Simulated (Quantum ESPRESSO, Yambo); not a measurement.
# TiO2 (Rutile): G0W0 in Yambo against the bands, part 2 of 2

Aim: move the bands of a G0W0 run on TiO2 (Rutile) over a wide range.

Yambo 5.3.0; PBE and many-body steps on it, plane waves. Known limits of the many-body steps: not at the basis limit; coarse k mesh.

So far. Step 4 (89 bands): Against the run before, the gap moves by −0.045 eV.

## Step 5: 144 bands

Level of this step: G0W0 on PBE, plane waves, norm-conserving pseudopotentials (Yambo).

The input, gw4.in:

```
HF_and_locXC
gw0
dyson
ppa
em1d
rim_cut
RandQpts= 1000000
RandGvec= 1 RL
EXXRLvcs= 76 Ry
VXCRLvcs= 304 Ry
Chimod= "HARTREE"
% BndsRnXp
 1 | 144 |
%
NGsBlkXp= 9 Ry
% LongDrXp
 1 | 1 | 1 |
%
% GbndRnge
 1 | 144 |
%
DysSolver= "n"
ExtendOut
PPAPntXp= 27.21138 eV
% QPkrange
 1 | 1 | 23 | 26 |
%
```

Started as:

```sh
$ OMP_NUM_THREADS=2 mpirun -n 4 yambo -F gw4.in -J gw4 -C gw4 > gw4.log
```

The program printed:

```text
 Yambo, version 5.3.0

 [02] CORE Variables Setup
 =========================

  [... cell, symmetries and grids as in the set-up ...]

  [02.05] Energies & Occupations
  ==============================

  [X] === General ===
  [X] Electronic Temperature                        :  0.000000  0.000000 [eV K]
  [X] Bosonic    Temperature                        :  0.000000  0.000000 [eV K]
  [X] Finite Temperature mode                       : no
  [X] El. density                                   :  0.76964E+24 [cm-3]
[...]
Sx RL components                                 :   4695

   QP @ state[ 1 ] K range                          :  1  1
   QP @ state[ 1 ] b range                          :  23  26
   GF energies kind                                 : Perdew, Burke & Ernzerhof(X)+Perdew, Burke & Ernzerhof(C)
   GF WF`s kind                                     : Perdew, Burke & Ernzerhof(X)+Perdew, Burke & Ernzerhof(C)
   Xs energies kind                                 : Perdew, Burke & Ernzerhof(X)+Perdew, Burke & Ernzerhof(C)
   Xs WF`s kind                                     : Perdew, Burke & Ernzerhof(X)+Perdew, Burke & Ernzerhof(C)

 [11] Game Over & Game summary
```

Elapsed: 2.1 min, on 4 MPI ranks of Arm Neoverse V2, shared host; peak memory 2.7 GiB.

Numbers from this step:

| Property | Result |
| --- | --- |
| G0W0 gap on the points computed | 3.353 eV |
| starting gap on the mesh | 1.917 eV |
| k of the valence top | 0, 0, 0 |
| k of the conduction bottom | 0, 0, 0 |
| least direct G0W0 gap on the computed points | 3.353 eV |

Against the run before, the gap moves by −0.053 eV.

## Step 6: 210 bands

The input, gw5.in:

```
HF_and_locXC
gw0
dyson
ppa
em1d
rim_cut
RandQpts= 1000000
RandGvec= 1 RL
EXXRLvcs= 76 Ry
VXCRLvcs= 304 Ry
Chimod= "HARTREE"
% BndsRnXp
 1 | 210 |
%
NGsBlkXp= 9 Ry
% LongDrXp
 1 | 1 | 1 |
%
% GbndRnge
 1 | 210 |
%
DysSolver= "n"
ExtendOut
PPAPntXp= 27.21138 eV
% QPkrange
 1 | 1 | 23 | 26 |
%
```

Started as:

```sh
$ OMP_NUM_THREADS=2 mpirun -n 4 yambo -F gw5.in -J gw5 -C gw5 > gw5.log
```

The program printed:

```text
 Yambo, version 5.3.0

 [02] CORE Variables Setup
 =========================

  [... cell, symmetries and grids as in the set-up ...]

  [02.05] Energies & Occupations
  ==============================

  [X] === General ===
  [X] Electronic Temperature                        :  0.000000  0.000000 [eV K]
  [X] Bosonic    Temperature                        :  0.000000  0.000000 [eV K]
  [X] Finite Temperature mode                       : no
  [X] El. density                                   :  0.76964E+24 [cm-3]
[...]
Sx RL components                                 :   4695

   QP @ state[ 1 ] K range                          :  1  1
   QP @ state[ 1 ] b range                          :  23  26
   GF energies kind                                 : Perdew, Burke & Ernzerhof(X)+Perdew, Burke & Ernzerhof(C)
   GF WF`s kind                                     : Perdew, Burke & Ernzerhof(X)+Perdew, Burke & Ernzerhof(C)
   Xs energies kind                                 : Perdew, Burke & Ernzerhof(X)+Perdew, Burke & Ernzerhof(C)
   Xs WF`s kind                                     : Perdew, Burke & Ernzerhof(X)+Perdew, Burke & Ernzerhof(C)

 [11] Game Over & Game summary
```

The job ended after 3.2 min (4 MPI ranks; peak memory 2.9 GiB; 25 min of CPU time).

Numbers from this step:

| Property | Result |
| --- | --- |
| G0W0 gap on the points computed | 3.316 eV |
| starting gap on the mesh | 1.917 eV |
| k of the valence top | 0, 0, 0 |
| k of the conduction bottom | 0, 0, 0 |
| least direct G0W0 gap on the computed points | 3.316 eV |

Against the run before, the gap moves by −0.036 eV.

## Step 7: 284 bands

The input, gw6.in:

```
HF_and_locXC
gw0
dyson
ppa
em1d
rim_cut
RandQpts= 1000000
RandGvec= 1 RL
EXXRLvcs= 76 Ry
VXCRLvcs= 304 Ry
Chimod= "HARTREE"
% BndsRnXp
 1 | 284 |
%
NGsBlkXp= 9 Ry
% LongDrXp
 1 | 1 | 1 |
%
% GbndRnge
 1 | 284 |
%
DysSolver= "n"
ExtendOut
PPAPntXp= 27.21138 eV
% QPkrange
 1 | 1 | 23 | 26 |
%
```

Started as:

```sh
$ OMP_NUM_THREADS=2 mpirun -n 4 yambo -F gw6.in -J gw6 -C gw6 > gw6.log
```

The program printed:

```text
 Yambo, version 5.3.0

 [02] CORE Variables Setup
 =========================

  [... cell, symmetries and grids as in the set-up ...]

  [02.05] Energies & Occupations
  ==============================

  [X] === General ===
  [X] Electronic Temperature                        :  0.000000  0.000000 [eV K]
  [X] Bosonic    Temperature                        :  0.000000  0.000000 [eV K]
  [X] Finite Temperature mode                       : no
  [X] El. density                                   :  0.76964E+24 [cm-3]
[...]
Sx RL components                                 :   4695

   QP @ state[ 1 ] K range                          :  1  1
   QP @ state[ 1 ] b range                          :  23  26
   GF energies kind                                 : Perdew, Burke & Ernzerhof(X)+Perdew, Burke & Ernzerhof(C)
   GF WF`s kind                                     : Perdew, Burke & Ernzerhof(X)+Perdew, Burke & Ernzerhof(C)
   Xs energies kind                                 : Perdew, Burke & Ernzerhof(X)+Perdew, Burke & Ernzerhof(C)
   Xs WF`s kind                                     : Perdew, Burke & Ernzerhof(X)+Perdew, Burke & Ernzerhof(C)

 [11] Game Over & Game summary
```

It took 4.5 min on 4 MPI ranks; peak memory 3.6 GiB.

This step gave:

- G0W0 gap on the points computed: 3.292 eV
- starting gap on the mesh: 1.917 eV
- k of the valence top: 0, 0, 0
- k of the conduction bottom: 0, 0, 0
- least direct G0W0 gap on the computed points: 3.292 eV

Against the run before, the gap moves by −0.025 eV.

## Step 8: Side by side

Times are wall times on 4 MPI ranks of Arm Neoverse V2, shared host, good to a factor of about two.

```tsv
run	mesh	bands	screening cutoff (eV)	DFT gap (eV)	gap on the mesh (eV)	direct (eV)	time
39 bands	4×4×4	39	122.5	1.917	3.553	3.553	23 s
56 bands	4×4×4	56	122.5	1.917	3.451	3.451	39 s
89 bands	4×4×4	89	122.5	1.917	3.406	3.406	73 s
144 bands	4×4×4	144	122.5	1.917	3.353	3.353	2.1 min
210 bands	4×4×4	210	122.5	1.917	3.316	3.316	3.2 min
284 bands	4×4×4	284	122.5	1.917	3.292	3.292	4.5 min
```

## Step 9: Results

```yaml
39_bands: 3.553 eV
56_bands: 3.451 eV
89_bands: 3.406 eV
144_bands: 3.353 eV
210_bands: 3.316 eV
284_bands: 3.292 eV
known_limits: not at the basis limit; coarse k mesh
```

What this shows: The setting moved: bands. From 39 bands to 284 bands the gap moves by −0.26 eV, for 12 times the time. The last step still moves it by −0.025 eV. Bands and screening cutoff are coupled, so a series along one setting does not show full convergence. Bands and cutoff are finite, so the gap is not at the basis limit. The miss can reach some tenths of an eV and take either sign; the mesh is an error of its own. In the G0W0 runs levels were corrected at 1 k point alone, so a gap called «on the mesh» is the least over those, and an edge elsewhere would be missed. The 4×4×4 mesh is coarse for this cell, which bears on the long-range parts of exchange and screening.

[Paths, hosts, dates, memory and timing lines, banners, echoed tables and standing remarks are left out of the program output.]

[Logs are printed without paths, hosts, clocks, repeated set-up lines and the standing remarks that a program may print on its own settings, such as how far it seeks lower states.]

[Runs of the session that timed out or met a known fault of the program may be left out.]

[Hosts, paths, dates, database ids (printed as entryN), source tags and the programs' standing remarks are cut or masked in the printed files.]
